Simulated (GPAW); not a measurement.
## CO2 (P4_2/mnm): G0W0 on several meshes in GPAW

How does the mesh move the gap of CO2 (P4_2/mnm)?

Method: LDA and many-body steps on it, plane waves, in GPAW 26.7.0.

Report form: the programs' logs are mostly left out.

### 1. The starting structure

Symmetry: P4_2/mnm, No. 136, tetragonal system. Conventional cell: a = 4.227 Å, b = 4.227 Å, c = 4.688 Å, α = 90.00°, β = 90.00°, γ = 90.00°. C has 2 O at 1.17 Å nearest. Nearest to O lie 1 C at 1.17 Å. Farther neighbours and most contacts between anions are not listed.

As a file:

```xyz
6
Lattice="4.2272 0.0000 0.0000 0.0000 4.2272 0.0000 0.0000 0.0000 4.6878" Properties=species:S:1:pos:R:3 pbc="T T T"
C     2.1136    2.1136    2.3439
C     0.0000    0.0000    0.0000
O     1.2886    2.9386    2.3439
O     2.9386    1.2886    2.3439
O     0.8250    0.8250    0.0000
O     3.4022    3.4022    0.0000
```

The cell and positions are those that the Materials Project relaxed with its own functionals (PBE, PBE+U or r2SCAN), kept fixed.

### 2. Empty states on the mesh, 2×2×2 mesh, 291 bands

This step: GPAW 26.7.0; DFT, LDA, plane waves, PAW.

The sums over transitions need many empty states on a uniform mesh; this step solves for them.

Contents of run.py:

```python
import json
import numpy as np
from gpaw.mpi import world
from gpaw import GPAW

calc = GPAW('gs.gpw').fixed_density(kpts={'size': (2, 2, 2), 'gamma': True},
    parallel={'domain': 1, 'band': 1},
    txt='nscf.txt')
calc.diagonalize_full_hamiltonian(nbands=291)
calc.write('full.gpw', mode='all')
res = {}
kpts = calc.get_ibz_k_points()
res['kpts'] = kpts
res['eigenvalues'] = [calc.get_eigenvalues(kpt=k) for k in range(len(kpts))]
res['n_electrons'] = calc.get_number_of_electrons()

if world.rank == 0:
    with open('result.json', 'w') as f:
        json.dump(res, f, default=lambda x: x.tolist())
```

Command:

```sh
$ mpirun -n 4 gpaw python run.py
```

Elapsed: 44 s, on 4 MPI ranks of Arm Neoverse V2, shared host; peak memory 2.6 GiB; 2.9 min of CPU time.

Numbers from this step:

| Item | Value |
| --- | --- |
| gap | 6.295 eV |
| k of the valence top | 0.5, 0.5, 0.5 |
| k of the conduction bottom | 0, 0, 0 |
| least direct gap | 6.787 eV |
| k points computed | 6 |
| lowest point of the top converged band, above the valence top | 123.3537 eV |

On this mesh the gap is 6.295 eV.

### 3. 2×2×2

G0W0 replaces the xc potential by the self-energy, built once from these orbitals. Only a window of levels is corrected, while the sums run over the empty bands that the input names.

This step: G0W0 on LDA, plane waves, PAW.

Contents of run.py:

```python
import json
import numpy as np
from gpaw.mpi import world
from gpaw.response.g0w0 import G0W0

gw = G0W0('full.gpw',
    filename='gw',
    kpts=[0, 5],
    bands=(14, 18),
    ecut=39,
    nbands=46,
    integrate_gamma='WS',
    ppa=True)
gw.calculate()
res = {mode: {k: v for k, v in r.items() if k != 'sigma_eskwn'}
       for mode, r in gw.all_results.items()}

if world.rank == 0:
    with open('result.json', 'w') as f:
        json.dump(res, f, default=lambda x: x.tolist())
```

Command:

```sh
$ mpirun -n 4 gpaw python run.py
```

Wall time 5.3 s (4 MPI ranks); peak memory 0.96 GiB; 21 s of CPU time.

Numbers from this step:

```
G0W0 gap on the points computed              : 10.28 eV
least direct G0W0 gap on the computed points : 10.87 eV
Z at the valence top                         : 0.8403
Z at the conduction bottom                   : 0.8896
starting gap on the mesh                     : 6.295 eV
k of the valence top                         : 0.5, 0.5, 0.5
k of the conduction bottom                   : 0, 0, 0
```

The gap on the mesh goes from 6.29 eV to 10.28 eV, a correction of +3.99 eV.

### 4. Empty states on the mesh, 4×4×4 mesh, 56 bands

This step: DFT, LDA, plane waves, PAW.

Contents of run.py:

```python
import json
import numpy as np
from gpaw.mpi import world
from gpaw import GPAW

calc = GPAW('gs.gpw').fixed_density(kpts={'size': (4, 4, 4), 'gamma': True},
    parallel={'domain': 1, 'band': 1},
    txt='nscf.txt')
calc.diagonalize_full_hamiltonian(nbands=56)
calc.write('full.gpw', mode='all')
res = {}
kpts = calc.get_ibz_k_points()
res['kpts'] = kpts
res['eigenvalues'] = [calc.get_eigenvalues(kpt=k) for k in range(len(kpts))]
res['n_electrons'] = calc.get_number_of_electrons()

if world.rank == 0:
    with open('result.json', 'w') as f:
        json.dump(res, f, default=lambda x: x.tolist())
```

Command:

```sh
$ mpirun -n 4 gpaw python run.py
```

It took 2 min on 4 MPI ranks; peak memory 3.5 GiB.

This step gave:

* gap: 6.295 eV
* k of the valence top: 0.5, 0.5, 0.5
* k of the conduction bottom: 0, 0, 0
* least direct gap: 6.787 eV
* k points computed: 21
* lowest point of the top converged band, above the valence top: 33.85 eV

On this mesh the gap is 6.295 eV.

### 5. 4×4×4

This step: G0W0 on LDA, plane waves, PAW.

Contents of run.py:

```python
import json
import numpy as np
from gpaw.mpi import world
from gpaw.response.g0w0 import G0W0

gw = G0W0('full.gpw',
    filename='gw',
    kpts=[0, 20],
    bands=(14, 18),
    ecut=39,
    nbands=46,
    integrate_gamma='WS',
    ppa=True)
gw.calculate()
res = {mode: {k: v for k, v in r.items() if k != 'sigma_eskwn'}
       for mode, r in gw.all_results.items()}

if world.rank == 0:
    with open('result.json', 'w') as f:
        json.dump(res, f, default=lambda x: x.tolist())
```

Command:

```sh
$ mpirun -n 4 gpaw python run.py
```

It took 32 s on 4 MPI ranks; peak memory 1.3 GiB; 2.2 min of CPU time.

This step gave:

```
G0W0 gap on the points computed              : 10.27 eV
least direct G0W0 gap on the computed points : 10.87 eV
Z at the valence top                         : 0.8407
Z at the conduction bottom                   : 0.8903
starting gap on the mesh                     : 6.295 eV
k of the valence top                         : 0.5, 0.5, 0.5
k of the conduction bottom                   : 0, 0, 0
```

Against G0W0 in GPAW (2×2×2 mesh, 46 bands, screening to 39 eV, Godby-Needs plasmon pole), the gap moves by −0.008 eV.

### 6. The runs together

Times are wall times on 4 MPI ranks of Arm Neoverse V2, shared host, good to a factor of about two.

```csv
run,mesh,bands,screening cutoff (eV),DFT gap (eV),gap on the mesh (eV),direct (eV),time
2×2×2,2×2×2,46,39,6.295,10.282,10.873,5.3 s
4×4×4,4×4×4,46,39,6.295,10.274,10.872,32 s
```

### 7. What came out

```
2×2×2        : 10.282 eV
4×4×4        : 10.274 eV
known limits : not at the basis limit; coarse k mesh
```

What this shows: 4×4×4: −0.008 eV against 2×2×2. Bands and cutoff are finite, so the gap is not at the basis limit. The miss can reach some tenths of an eV and take either sign; the mesh is an error of its own. These stock PAW sets were not made for GW. In the G0W0 runs levels were corrected at 2 k points alone, so a gap called «on the mesh» is the least over those, and an edge elsewhere would be missed. The 2×2×2 mesh is coarse for this cell, which bears on the long-range parts of exchange and screening. Mesh or cutoff lie under what a gap needs, so these runs test behaviour and cost; their gaps are not to be quoted.

[Paths, hosts, dates, memory and timing lines, banners, echoed tables and standing remarks are left out of the program output.]

[Logs are printed without paths, hosts, clocks, repeated set-up lines and the standing remarks that a program may print on its own settings, such as how far it seeks lower states.]

[Runs of the session that timed out or met a known fault of the program may be left out.]

[Hosts, paths, dates, database ids (printed as entryN), source tags and the programs' standing remarks are cut or masked in the printed files.]
